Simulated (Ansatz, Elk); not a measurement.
# How far do independent atoms describe V3GaMo2?

The structure of V3GaMo2 used here is made up (a known structure type with other elements) and was relaxed beforehand with PBEsol. The aim is the Fourier transform of its all-electron density, F(hkl), set beside the sum over free spherical atoms that refinements use.

Method: DFT, PBE, all-electron APW+lo, Dirac cores, scalar-relativistic bands, static density, no spin, in Elk 11.2.3 (patched build).

This account leaves out most program logs.

The structure was built from a prototype and need not be the compound's stable phase.

### 1. The structure

The structure is tetragonal, space group P-4m2 (No. 115). Conventional cell: a = 3.535 Å, b = 3.535 Å, c = 6.863 Å, α = 90.00°, β = 90.00°, γ = 90.00°. Nearest to Mo lie 5 V at 2.54 to 2.59 Å. Nearest to Ga lie 8 V at 2.50 to 2.61 Å. V has 4 Ga at 2.50 Å and 4 V at 2.61 Å nearest. Nearest to V lie 5 Mo at 2.54 to 2.59 Å and 2 V at 2.61 Å and 2 Ga at 2.61 Å. Farther neighbours are not listed.

### 2. Ground state and structure factors

An all-electron density is needed, since X-rays see the cores too. Task 0 finds the density and task 195 Fourier-transforms it; tshift is off so that phases refer to the origin typed.

elk.in reads:

```
tasks
  0
  195

xctype
  20

spinpol
  .false.

rgkmax
  7.0

gmaxvr
  14.0

lmaxo
  7

lmaxapw
  8

swidth
  0.002

tshift
  .false.

ramdisk
  .false.

hmaxvr
  5.5

maxscl
  120

epspot
  1e-06

sppath
  './'

avec
  6.68101532148 0.00000000000 -0.00000000000
  0.00000000000 6.68101532148 0.00000000000
  -0.00000000000 0.00000000000 12.96842502408

atoms
  3
  'Mo.in'
  2
  0.0000000000 0.5000000000 0.3418688238   0.000000 0.000000 0.000000
  0.5000000000 0.0000000000 0.6581311762   0.000000 0.000000 0.000000
  'Ga.in'
  1
  0.5000000000 0.5000000000 0.0000000000   0.000000 0.000000 0.000000
  'V.in'
  3
  0.0000000000 0.0000000000 0.0000000000   0.000000 0.000000 0.000000
  -0.0000000000 0.5000000000 0.7194724444   0.000000 0.000000 0.000000
  0.5000000000 0.0000000000 0.2805275556   0.000000 0.000000 0.000000

ngridk
  6 6 4
```

The run is started by

```console
OMP_NUM_THREADS=4 elk
```

The job ended after 75 s (4 threads of Arm Neoverse V1, shared host; peak memory 0.23 GiB; 4.1 min of CPU time).

SFACRHO.OUT:

```text

h k l indices transformed by vhmat matrix:
   1.000000000       0.000000000       0.000000000    
   0.000000000       1.000000000       0.000000000    
   0.000000000       0.000000000       1.000000000    

      h      k      l  multipl.   |H|            Re(F)            Im(F)           |F|

      0      0      0      1   0.0000000       184.00000     -0.53346026E-16   184.00000    
      0      0     -1      2  0.48449872     -0.60323657     -0.12049906E-13  0.60323657    
     -1      0      0      4  0.94045366      -8.0115555     -0.95081074E-14   8.0115555    
      0      0     -2      2  0.96899744      -18.468482     -0.25103972E-13   18.468482    
      0     -1      1      4   1.0579188      -8.0328644      -22.863587       24.233665    
      0     -1     -1      4   1.0579188      -8.0328644       22.863587       24.233665    
      1     -1      0      4   1.3300023      -57.909517     -0.34139530E-14   57.909517    
      0      1      2      4   1.3503367      -8.0066538       47.427579       48.098667    
      1      0      2      4   1.3503367      -8.0066538      -47.427579       48.098667    
      1     -1     -1      8   1.4155017       82.316440      0.80332709E-14   82.316440    
      0      0     -3      2   1.4534962       121.23475      0.17673196E-12   121.23475    
     -1     -1     -2      8   1.6455583       91.659248      0.36149719E-13   91.659248    
      1      0      3      4   1.7312146      -7.7445056       34.677093       35.531369    
      0      1      3      4   1.7312146      -7.7445056      -34.677093       35.531369    
     -2      0      0      4   1.8809073       122.94664      0.15962072E-13   122.94664    
      0      0     -4      2   1.9379949       17.405195     -0.46191308E-13   17.405195    
      0      2     -1      4   1.9423057     -0.97241442     -0.24443039E-01  0.97272158    
      0      2      1      4   1.9423057     -0.97241442      0.24443039E-01  0.97272158
```

Elk indexes on the primitive cell of elk.in and gives |H| = 4π sin θ/λ in inverse bohr. Below, one row stands for each form hkl of the conventional cell (m members, Friedel mates merged), F is for one primitive cell and the density is static (no thermal factor). Free-atom factors are Waasmaier and Kirfel's, and R is Σm||F|−|F'||/Σm|F|.

| hkl | m | sin θ/λ (Å⁻¹) | abs F, DFT | neutral atoms | diff. | abs of complex diff. |
| --- | --- | --- | --- | --- | --- | --- |
| 001 | 2 | 0.073 | 0.603 | 0.795 | -0.192 | 0.192 |
| 100 | 4 | 0.141 | 8.012 | 8.137 | -0.125 | 0.125 |
| 002 | 2 | 0.146 | 18.468 | 18.358 | +0.111 | 0.111 |
| 101 | 8 | 0.159 | 24.234 | 24.624 | -0.390 | 0.401 |
| 110 | 4 | 0.200 | 57.910 | 58.436 | -0.527 | 0.527 |
| 102 | 8 | 0.203 | 48.099 | 48.395 | -0.296 | 0.330 |
| 111 | 8 | 0.213 | 82.316 | 82.897 | -0.580 | 0.580 |
| 003 | 2 | 0.219 | 121.235 | 122.200 | -0.965 | 0.965 |
| 112 | 8 | 0.247 | 91.659 | 92.558 | -0.899 | 0.899 |
| 103 | 8 | 0.260 | 35.531 | 35.938 | -0.407 | 0.435 |
| 200 | 4 | 0.283 | 122.947 | 123.925 | -0.978 | 0.978 |
| 004 | 2 | 0.291 | 17.405 | 17.833 | -0.428 | 0.428 |
| 201 | 8 | 0.292 | 0.973 | 0.814 | +0.159 | 0.160 |
| 113 | 8 | 0.296 | 36.050 | 36.041 | +0.010 | 0.010 |

### 3. The highest occupied states alone

An energy window below the Fermi level keeps the highest occupied states, to see at which angles they scatter; shallow core shells can lie inside it and anion s states outside. No new self-consistency is needed.

elk.in: that of step 2 with these lines changed.

```diff
@@ -1,3 +1,2 @@
 tasks
-  0
   195
@@ -40,2 +39,5 @@
 
+wsfac
+  -0.052750 0.688240
+
 sppath
```

The run is started by

```console
OMP_NUM_THREADS=4 elk
```

Wall time 14 s (4 threads); peak memory 0.16 GiB; 18 s of CPU time.

States within 12 eV below the Fermi level hold 30.00 electrons; any levels below the window count with the cores. Their amplitudes can exceed the total, where window and core parts have opposite phase:

| hkl | sin θ/λ (Å⁻¹) | abs F, window | abs F, all |
| --- | --- | --- | --- |
| 001 | 0.073 | 0.400 | 0.603 |
| 100 | 0.141 | 1.502 | 8.012 |
| 002 | 0.146 | 3.239 | 18.468 |
| 101 | 0.159 | 1.532 | 24.234 |
| 110 | 0.200 | 3.593 | 57.910 |
| 102 | 0.203 | 1.538 | 48.099 |
| 111 | 0.213 | 3.163 | 82.316 |
| 003 | 0.219 | 4.626 | 121.235 |
| 112 | 0.247 | 3.390 | 91.659 |
| 103 | 0.260 | 1.861 | 35.531 |

### 4. Another functional

The difference from free atoms is small, so it is set against the change that PBEsol makes.

elk.in: that of step 3 with these lines changed.

```diff
@@ -1,2 +1,3 @@
 tasks
+  0
   195
@@ -4,3 +5,3 @@
 xctype
-  20
+  22
 
@@ -39,5 +40,2 @@
 
-wsfac
-  -0.052750 0.688240
-
 sppath
```

The run is started by

```console
OMP_NUM_THREADS=4 elk
```

Wall time 76 s (4 threads); peak memory 0.23 GiB.

Against the first run R = 0.02 %; the largest change is -0.049 at 200.

### 5. Basis size

A smaller basis shows how fast F responds to it; the change is likely larger than the basis error of the first run, but doesn't show convergence.

elk.in: that of step 4 with these lines changed.

```diff
@@ -5,3 +5,3 @@
 xctype
-  22
+  20
 
@@ -11,3 +11,3 @@
 rgkmax
-  7.0
+  5.5
```

The run is started by

```console
OMP_NUM_THREADS=4 elk
```

Elapsed: 60 s, on 4 threads; peak memory 0.2 GiB; 3.2 min of CPU time.

Against the first run R = 0.04 %; the largest change is +0.183 at 203.

### 6. Settings against the effect

| run | R against the first run (%) | R against neutral atoms, low angle (%) | wall time |
| --- | --- | --- | --- |
| PBE, rgkmax 7 | 0.00 | 0.88 | 75 s |
| PBEsol | 0.02 | 0.91 | 76 s |
| rgkmax 5.5 | 0.04 | 0.93 | 60 s |

### 7. Summary of results

```
R against neutral atoms, sin θ/λ < 0.3 Å⁻¹ : 0.88 %
R against neutral atoms, 0.3 to 0.81 Å⁻¹   : 0.35 %
```

What this shows: Independent neutral atoms miss the calculated amplitudes by R = 0.88 % below 0.3 Å⁻¹ and 0.35 % from there to 0.81 Å⁻¹; by shells, 1.57 % below 0.15 Å⁻¹ (3 forms), 0.87 % 0.15 to 0.3 (11 forms), 0.44 % 0.3 to 0.45 (21 forms), 0.33 % above 0.45 (114 forms). Bonding, aspherical density and the tables' own atoms all enter these figures, and the runs don't part them. The largest change of an amplitude is -0.98 electrons, at 200. R counts amplitudes alone; phases shift too. Weak lines can change much in proportion: 005 goes from 1.55 to 1.92. The window's part falls from 30.0 electrons at the origin to at most 0.83 between 0.45 and 0.81 Å⁻¹, where compact states inside the window still scatter. Below 0.3 Å⁻¹ the changes that finished (PBEsol and rgkmax 5.5) move F by R = 0.07 % at most, against the 0.88 % that separates it from free atoms. The k-mesh has no finished test. These runs have no spin, though d or f shells may be open. Part of the difference isn't bonding: the tables are fits to free atoms and ions calculated by other methods than this functional. Thermal motion, anomalous dispersion and extinction are left out.

[Logs are printed without paths, hosts, clocks, repeated set-up lines and the standing remarks that a program may print on its own settings, such as how far it seeks lower states.]

[Hosts, paths, dates, database ids (printed as entryN), source tags and the programs' standing remarks are cut or masked in the printed files.]
